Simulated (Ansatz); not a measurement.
Planning a GW calculation on H6PbCBr3N (Pm).

```yaml
crystal:
  lattice:
    - [6.03853, 0.00000, 0.00000]
    - [0.00000, 6.05968, 0.00000]
    - [-0.00768, 0.00000, 6.12817]
  atoms:
    - { symbol: H, position: [0.21826, 0.86210, 0.96819] }
    - { symbol: H, position: [0.17779, 0.00000, 0.19864] }
    - { symbol: H, position: [0.82510, 0.85194, 0.06162] }
    - { symbol: H, position: [0.86934, 0.00000, 0.81171] }
    - { symbol: H, position: [0.82510, 0.14806, 0.06162] }
    - { symbol: H, position: [0.21826, 0.13790, 0.96819] }
    - { symbol: Pb, position: [0.47527, 0.50000, 0.47799] }
    - { symbol: C, position: [0.89731, 0.00000, 0.98852] }
    - { symbol: Br, position: [0.43003, 0.50000, 0.97275] }
    - { symbol: Br, position: [0.43485, 0.00000, 0.51271] }
    - { symbol: Br, position: [0.96654, 0.50000, 0.44074] }
    - { symbol: N, position: [0.14061, 0.00000, 0.03247] }
```

The cell and positions are those that the Materials Project relaxed with its own functionals (PBE, PBE+U or r2SCAN), kept fixed. Spin-orbit coupling is left out unless a run names it. PAW set soft_2, made with PBE.

Runs so far (Ansatz 0.2.0, start r2SCAN, default PAW files, 2×2×2 mesh). Times are wall times on 1 × NVIDIA H100 80GB HBM3 (shared by 6 runs) with 3 threads of AMD EPYC 7R13 (Zen 3), shared host, good to a factor of about two.

```tsv
bands summed	cutoff (eV)	gap on the mesh (eV)	time
178	45	3.222	8.2 s
459	90	3.374	11 s
```

What should the next rung give, with 960 bands and screening to 150 eV, and where is the limit?

The error falls about as one over the bands when the cutoff rises with them. A line through the two highest rungs given predicts 3.424 eV; the run gave 3.506 eV, a miss of 0.082 eV, so the law fails here: the steps don't follow it yet. The two highest rungs put the limit near 3.627 eV, the pair below near 3.470 eV; neither can be trusted until a further rung is run.

Gaps are over the mesh's points; an edge off the mesh would be missed. Limits: not at the basis limit; no spin-orbit coupling; coarse k mesh.

[Paths, hosts, dates, memory and timing lines, banners, echoed tables and standing remarks are left out of the program output.]

[Logs are printed without paths, hosts, clocks, repeated set-up lines and the standing remarks that a program may print on its own settings, such as how far it seeks lower states.]

[Runs of the session that timed out or met a known fault of the program may be left out.]

[Cells called generated may have been cut or substituted from an entry of the Crystallography Open Database or the Materials Project.]

[Hosts, paths, dates, database ids (printed as entryN), source tags and the programs' standing remarks are cut or masked in the printed files.]
